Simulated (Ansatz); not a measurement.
# Direct or indirect: BP (F-43m)

```cif
data_structure
_symmetry_space_group_name_H-M 'F-43m'
_symmetry_Int_Tables_number 216
_cell_length_a 4.5380
_cell_length_b 4.5380
_cell_length_c 4.5380
_cell_angle_alpha 90.000
_cell_angle_beta 90.000
_cell_angle_gamma 90.000
_cell_volume 93.45
loop_
_atom_site_label
_atom_site_type_symbol
_atom_site_symmetry_multiplicity
_atom_site_Wyckoff_symbol
_atom_site_fract_x
_atom_site_fract_y
_atom_site_fract_z
_atom_site_occupancy
P1 P 4 c 0.25000 0.25000 0.25000 1
B1 B 4 a 0.00000 0.00000 0.00000 1
```

Method: Ansatz, PBE, independent particles, without spin-orbit coupling, line width 0.1 eV (Gaussian). The band structure gives a fundamental gap of 1.24 eV. The spectrum of vertical transitions near the edge:

```
E (eV)  Im ε, E ∥ xyz
  0.78           0.00
  0.96           0.00
  1.14           0.00
  1.32           0.00
  1.50           0.00
  1.68           0.00
  1.86           0.00
  2.04           0.00
  2.22           0.00
  2.40           0.00
  2.58           0.00
  2.76           0.00
  2.94           0.00
  3.12           0.00
  3.30           0.09
  3.48           1.80
  3.66           3.36
  3.84           4.24
  4.02           4.99
  4.20           5.76
  4.38           6.63
  4.56           7.60
```

Question: Is the gap direct or indirect, and about where do vertical transitions set in?

Answer: Indirect, by the band path, whose least direct gap is 3.40 eV. The curves fit this: they stay near zero above 1.24 eV and rise only from about 3.4 eV, though a forbidden direct transition would look alike. Lines are broadened by 0.1 eV, which spreads the edge, and phonons, which would give weak absorption from the fundamental gap up, are left out.

[Logs are printed without paths, hosts, clocks, repeated set-up lines and the standing remarks that a program may print on its own settings, such as how far it seeks lower states.]
